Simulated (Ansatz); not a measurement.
**1T-TiTe2 monolayer in a perpendicular field**

Wanted: the out-of-plane response of the 1T-TiTe2 monolayer. A positive field points along +c.

Program: Ansatz 0.2.0. Level of theory: plane-wave DFT, PBE-D3(BJ), Ansatz PAW (set soft_1); PAW set soft_1. Results are calculated unless marked as measured.

Report form: the programs' logs are mostly left out.

**1. The structure**

The cell holds 3 atoms: 2 Te and 1 Ti. Cell: a = 3.750 Å, b = 3.750 Å, c = 38.376 Å, α = 90.0°, β = 90.0°, γ = 120.0°. Vacuum lies along c.

**2. Relaxing the slab**

The starting cell is a guess, so the in-plane lattice and the atoms are relaxed first, with the slab cut off from its images along the normal.

Contents of input.yaml:

```yaml
crystal:
  lattice:
    - [3.75, 0.0, 0.0]
    - [-1.875, 3.2475952642, 0.0]
    - [0.0, 0.0, 38.3759216517]
  atoms:
    - { symbol: Te, position: [0.6666666667, 0.3333333333, 0.4521064056] }
    - { symbol: Ti, position: [0.0, 0.0, 0.5] }
    - { symbol: Te, position: [0.3333333333, 0.6666666667, 0.5478935944] }
  periodic: [true, true, false]
kpoints:
  mp_grid: { grid: [12, 12, 1] }
hamiltonian:
  xc: pbe
  dispersion: d3bj
  pseudopotentials: { kind: paw, azcp: { folder: soft_1 } }
scf:
  occupations: { method: fermi_dirac, width: 0.05 }
  convergence: { dr2_threshold: 1.0e-09 }
relax:
  f_tol: 0.004
  max_steps: 90
  cell: {}
output:
  write_potential: true
  write_density: true
  volumetric_format: npy
```

Started as:

```sh
$ ansatz run input.yaml --threads 2 --pin off --max-ram 3072MiB --backend cpu --events-out ev --progress --plain --runs-dir out
```

Elapsed: 46 s, on 2 threads of Arm Neoverse V1, shared host; peak memory 0.78 GiB; 90 s of CPU time.

Step by step:

```
step  energy less that of the first step (eV)  largest force component (eV/Å)  volume (Å³)
   1                                   0.0000                          0.8470       467.36
   2                                  -0.0084                          0.9583       460.96
   3                                  -0.1059                          0.0729       457.60
   4                                  -0.1092                          0.0147       453.27
   5                                  -0.1100                          0.0032       449.83
  6*                                  -0.1093                          0.0034       449.83
```

Relaxation steps marked * repeat the geometry before them on a plane-wave basis chosen anew for their cell, so energy and pressure can jump there.

The run keeps the 12 symmetry operations that it works with, so distortions that break them were not tested.

```
cell as run  before  after  change
      a (Å)   3.750  3.679  -1.9 %
      b (Å)   3.750  3.679  -1.9 %
```

The atoms that moved most (Å, along periodic axes as changes of fractional coordinates times the final cell, across vacuum about the mean position):

```
atom     dx     dy      dz  length
 Te3  0.000  0.000  -0.076   0.076
 Te1  0.000  0.000   0.076   0.076
```

Final coordinates:

```xyz
3
Lattice="3.6790 0.0000 0.0000 -1.8395 3.1861 0.0000 0.0000 0.0000 38.3759" Properties=species:S:1:pos:R:3
Te    1.8395    1.0620   17.4261
Ti    0.0000    0.0000   19.1880
Te    0.0000    2.1241   20.9498
```

This step gave:

```yaml
energy_at_zero_smearing: -16462.9110 eV
```

The lattice constant a goes from 3.750 to 3.679 Å.

**3. Single point, field 0**

A sawtooth potential applies the field, turning back in the middle of the vacuum. With the dipole correction the typed value is the field outside the slab. The induced dipole is small, so the SCF threshold is tight.

The cell differs from the one that the last finished run ended in (c 38.376 → 21.524 Å).

Contents of input.yaml:

```yaml
crystal:
  lattice:
    - [3.678981655, 0.0, 0.0]
    - [-1.8394908275, 3.1860915733, 0.0]
    - [0.0, 0.0, 21.5237496238]
  atoms:
    - { symbol: Te, position: [0.6666666667, 0.3333333333, 0.4181427566] }
    - { symbol: Ti, position: [0.0, 0.0, 0.5] }
    - { symbol: Te, position: [0.3333333333, 0.6666666667, 0.5818572434] }
kpoints:
  mp_grid: { grid: [12, 12, 1] }
  band_path:
    path: [[0, 0, 0], [0.5, 0, 0], [0.33333333, 0.33333333, 0], [0, 0, 0]]
    npoints: 16
hamiltonian:
  xc: pbe
  dispersion: d3bj
  pseudopotentials: { kind: paw, azcp: { folder: soft_1 } }
scf:
  occupations: { method: fermi_dirac, width: 0.02585 }
  convergence: { dr2_threshold: 1.0e-10 }
efield:
  axis: 3
  dipole_correction: true
  ramp_position: 0.97
  ramp_width: 0.06
  amplitude: 0
output:
  dos: { projected: true, e_range: [-6, 5] }
  write_potential: true
  write_density: true
  volumetric_format: npy
  elf: true
```

Elapsed: 14 s, on 2 threads; peak memory 0.55 GiB.

This step gave:

```
energy at zero smearing   : -16462.9125 eV
work function, upper face : 4.779 eV
dipole along the normal   : -1.07e-7 e·Å
```

Running mean over a fixed 2.5 Å (it still follows the layers) of the planar mean; the ramp of the sawtooth is left out. Electron's electrostatic potential energy less the Fermi level against z:

```
z (Å)  electron's electrostatic potential energy less the Fermi level (eV)
  3.0                                                                 4.78
  3.5                                                                 4.78
  4.0                                                                 4.78
  4.5                                                                 4.78
  5.0                                                                 4.78
  5.5                                                                 4.76
  6.0                                                                 4.71
  6.5                                                                 4.51
  7.0                                                                 3.66
  7.5                                                                 1.70
  8.0                                                               -0.340
  8.5                                                                -2.47
  9.0                                                                -4.17
  9.5                                                                -5.86
 10.0                                                                -6.39
 10.5                                                                -6.22
 11.0                                                                -6.22
 11.5                                                                -6.39
 12.0                                                                -5.92
 12.5                                                                -4.26
 13.0                                                                -2.57
 13.5                                                               -0.442
 14.0                                                                 1.60
 14.5                                                                 3.60
 15.0                                                                 4.49
 15.5                                                                 4.71
 16.0                                                                 4.76
 16.5                                                                 4.78
 17.0                                                                 4.78
 17.5                                                                 4.78
 18.0                                                                 4.78
 18.5                                                                 4.78
```

The density of states has structure finer than the step of the table below, so its rows give means over 0.25 eV, whole bins alone (the curve runs from -6 to 1.99 eV). Peaks (eV: height): -3.820: 8.39, -1.700: 5.86, -1.340: 7.19, 0.450: 8.61, 1.170: 7.23, 1.330: 18.7, 1.610: 19.2.

Table of density of states by energy, zero at the Fermi level; means over each step:

```
energy (eV)  density of states (states/eV a cell)
      -5.25                                     0
      -5.00                                 0.139
      -4.75                                 0.921
      -4.50                                  1.02
      -4.25                                  2.03
      -4.00                                  3.17
      -3.75                                  4.04
      -3.50                                  2.12
      -3.25                                 0.977
      -3.00                                  1.22
      -2.75                                  3.58
      -2.50                                  3.18
      -2.25                                  2.05
      -2.00                                  4.27
      -1.75                                  4.91
      -1.50                                  3.88
      -1.25                                  3.78
      -1.00                                  2.16
      -0.75                                  1.48
      -0.50                                  1.19
      -0.25                                 0.752
       0.00                                  1.38
       0.25                                  2.12
       0.50                                  3.19
       0.75                                  1.37
       1.00                                 0.677
       1.25                                  7.60
       1.50                                  7.75
       1.75                                  1.54
```

Projected DOS per atom over height of the atomic layer and energy from the Fermi level. Layers: Te Ti Te from below.

Values in states/eV, 22 rows by 3 columns, each cell a mean:
```
0.0 0.5 0.0
1.0 7.0 1.0
0.2 1.4 0.2
0.1 1.1 0.1
0.2 2.4 0.2
0.2 1.0 0.2
0.3 0.4 0.3
0.5 0.4 0.5
1.1 0.6 1.1
1.3 1.4 1.3
1.7 1.3 1.7
1.0 0.8 1.0
1.2 0.8 1.2
0.8 0.5 0.8
0.4 0.2 0.4
1.3 0.6 1.3
1.3 0.5 1.3
0.6 0.4 0.6
0.3 0.2 0.3
0.0 0.0 0.0
0.0 0.0 0.0
0.0 0.0 0.0
```
Columns: height of the atomic layer (Å) from 9 to 12.5; rows upwards: energy from the Fermi level (eV) from -5.96 to 1.96.

Electronic bands along the path, in eV, zero at the Fermi level:

```
  point  band 19  band 20  band 21  band 22  band 23  band 24  band 25  band 26
      Γ    -1.34    -1.34     0.45     0.51     0.51     1.37     1.37     3.55
halfway    -2.39    -1.37    -1.15    -0.34     0.16     1.38     1.58     2.32
      M    -2.38    -1.83    -1.70    -0.52    -0.18     1.36     1.70     3.07
halfway    -2.48    -2.23    -1.94    -1.88     0.64     1.41     1.57     2.35
      K    -3.74    -2.85    -1.99    -1.99     1.24     1.28     1.28     2.55
halfway    -2.68    -1.57    -1.54    -0.95     0.60     1.17     1.58     2.24
      Γ    -1.34    -1.34     0.45     0.51     0.51     1.37     1.37     3.55
```

ELF in the ca plane at fractional y = 0.000, with atoms of Ti within 0.2 Å of it. It is the smooth field of the valence electrons, not physical close to the nuclei.

Ten even steps from '0' (0.00) to '9' (0.72), each cell a mean:
```
00000000000000000012212899821221000000000000
00000000000000001235542578524553210000000000
00000000000000024677885211258877642000000000
00000000000000247998888522588888974200000000
00000000000001368997788744688779986310000000
00000000000001258998788633688779985310000000
00000000000000135788887311378888753100000000
00000000000000012456763344336765421000000000
00000000000000000123422799722432100000000000
00000000000000000011212888921211000000000000
```
Columns run along c (16.0 Å, from fractional 0.09 to 0.83 of the cell), rows up along a (3.7 Å). Atoms in or near the plane, at fractional coordinates: Ti at (0.50, 0.00).

Valence density in the ca plane at fractional y = 0.000, with atoms of Ti within 0.2 Å of it. It is the smooth field of the valence electrons, not physical close to the nuclei.

Values in units of 1e0 e/Å³, 6 rows by 16 columns, each cell a mean:
```
0.0 0.0 0.0 0.0 0.0 0.0 0.1 0.1 2.6 3.9 0.2 0.1 0.0 0.0 0.0 0.0
0.0 0.0 0.0 0.0 0.0 0.0 0.1 0.3 0.3 0.4 0.3 0.2 0.0 0.0 0.0 0.0
0.0 0.0 0.0 0.0 0.0 0.0 0.2 0.4 0.2 0.2 0.4 0.3 0.0 0.0 0.0 0.0
0.0 0.0 0.0 0.0 0.0 0.0 0.2 0.4 0.2 0.2 0.3 0.2 0.0 0.0 0.0 0.0
0.0 0.0 0.0 0.0 0.0 0.0 0.1 0.2 0.6 0.9 0.2 0.1 0.0 0.0 0.0 0.0
0.0 0.0 0.0 0.0 0.0 0.0 0.0 0.1 3.6 5.6 0.2 0.1 0.0 0.0 0.0 0.0
```
Columns run along c (16.0 Å, from fractional 0.09 to 0.83 of the cell), rows up along a (3.7 Å). Atoms in or near the plane, at fractional coordinates: Ti at (0.50, 0.00).

Electrostatic potential energy in the ca plane at fractional y = 0.000, with atoms of Ti within 0.2 Å of it. With pseudopotentials it is smooth inside the atoms' cores, unlike the true potential.

Ten even steps from '0' (-29 eV) to '9' (5 eV), each cell a mean:
```
99999999999999999999984000038999999999999999
99999999999999999999886200268899999999999999
99999999999999999988888655688888999999999999
99999999999999999987678888887677899999999999
99999999999999999875568899887557899999999999
99999999999999999876678888887667899999999999
99999999999999999987788777788778999999999999
99999999999999999998887422478889999999999999
99999999999999999999985000058999999999999999
99999999999999999999983000037999999999999999
```
Columns run along c (16.0 Å, from fractional 0.09 to 0.83 of the cell; values clipped at the 3rd and 97th percentile), rows up along a (3.7 Å). Atoms in or near the plane, at fractional coordinates: Ti at (0.50, 0.00).

The work function of the upper face is 4.78 eV.

**4. Atoms held, field 0.1 V/Å**

input.yaml, as its differences from that of step 3:

```diff
@@ -24,7 +24,6 @@
   dipole_correction: true
-  ramp_position: 0.97
-  ramp_width: 0.06
-  amplitude: 0
+  ramp_position: 0.9573
+  ramp_width: 0.0855
+  amplitude: 0.1
 output:
-  dos: { projected: true, e_range: [-6, 5] }
   write_potential: true
@@ -32,2 +31 @@
   volumetric_format: npy
-  elf: true
```

Elapsed: 13 s, on 2 threads; peak memory 0.49 GiB.

The dipole is 0.0401 e·Å.

**5. Single point, field -0.1 V/Å**

input.yaml, as its differences from that of step 4:

```diff
@@ -26,3 +26,3 @@
   ramp_width: 0.0855
-  amplitude: 0.1
+  amplitude: -0.1
 output:
```

Elapsed: 14 s, on 2 threads; peak memory 0.49 GiB.

The dipole is -0.0401 e·Å.

**6. Response, atoms held**

This step: plane-wave DFT, PBE-D3(BJ), Ansatz PAW (set soft_1); response to a field along the normal, atoms held; PAW set soft_1 (Ansatz 0.2.0).

The dipoles give the slope, and the difference of two potentials shows where the field is screened.

This step gave:

| Property | Result |
| --- | --- |
| equivalent conductor thickness p/(ε₀AE) | 6.195 Å |
| distance between the outer atoms | 3.524 Å |

The dipole of the cell by applied field:

```
applied field (V/Å)  dipole of the cell (e·Å)
            -0.1000                   -0.0401
             0.0000                   -1.1e-7
             0.1000                    0.0401
```

Local field over the applied field, running mean. From the potentials at -0.1 and 0.1 V/Å; running mean over 2.5 Å. Local field over applied field against z:

```
z (Å)  local field over applied field
  4.5                           0.997
  5.0                           0.992
  5.5                           0.977
  6.0                           0.941
  6.5                           0.862
  7.0                           0.725
  7.5                           0.554
  8.0                           0.378
  8.5                           0.215
  9.0                          0.0934
  9.5                          0.0438
 10.0                          0.0316
 10.5                          0.0209
 11.0                          0.0205
 11.5                          0.0312
 12.0                          0.0428
 12.5                          0.0896
 13.0                           0.207
 13.5                           0.370
 14.0                           0.545
 14.5                           0.717
 15.0                           0.856
 15.5                           0.939
 16.0                           0.976
 16.5                           0.991
 17.0                           0.997
```

Electrons, planar mean, per unit field. Induced electron density against z:

```
z (Å)  induced electron density (e/Å³ per V/Å)
  4.5                                   1.2e-5
  5.0                                   3.7e-5
  5.5                                   1.1e-4
  6.0                                   2.9e-4
  6.5                                   7.4e-4
  7.0                                  0.00171
  7.5                                  0.00314
  8.0                                  0.00319
  8.5                                   9.4e-4
  9.0                                   6.0e-4
  9.5                                   5.1e-4
 10.0                                  -4.8e-4
 10.5                                  -6.4e-4
 11.0                                   5.8e-4
 11.5                                   5.6e-4
 12.0                                  -5.2e-4
 12.5                                  -5.8e-4
 13.0                                  -8.7e-4
 13.5                                 -0.00311
 14.0                                 -0.00319
 14.5                                 -0.00177
 15.0                                  -7.7e-4
 15.5                                  -3.0e-4
 16.0                                  -1.1e-4
 16.5                                  -3.9e-5
 17.0                                  -1.3e-5
```

By hand: between -0.1 and 0.1 V/Å the dipole changes by 0.08026 e·Å, a slope of 0.4013 e·Å²/V. A perfect conductor of thickness t has p = ε₀AEt, so t = 180.95 × 0.4013 / 11.722 = 6.20 Å (e/ε₀ = 180.95 V·Å, A in Å²).

The induced dipole is that of a conductor 6.20 Å thick.

**7. Outcome**

```
gap without field                          : none
work function, upper face                  : 4.78 eV
equivalent conductor thickness, atoms held : 6.20 Å
```

**Reading.** The induced dipole equals that of a perfect conductor 6.20 Å thick, while the outer atoms lie 3.52 Å apart. There is no gap over 0.03 eV, with or without the field. The main runs have no spin polarisation; a magnetic state could lie lower and would change these results. Spin-orbit coupling is left out, which matters for the bands of elements this heavy.

[Logs are printed without paths, hosts, clocks, repeated set-up lines and the standing remarks that a program may print on its own settings, such as how far it seeks lower states.]

[Hosts, paths, dates, database ids (printed as entryN), source tags and the programs' standing remarks are cut or masked in the printed files.]

[Maps of the electrostatic potential energy from Ansatz leave out the sawtooth potential of an applied field or a dipole correction, so their vacuum need not be flat; planar profiles and work functions include it.]

[The density of states shown here was stored with 400 of the rows of the run's finer table, so its peaks can read low, often by over a quarter, or be missed, and its means over a window can be off by a tenth or more.]
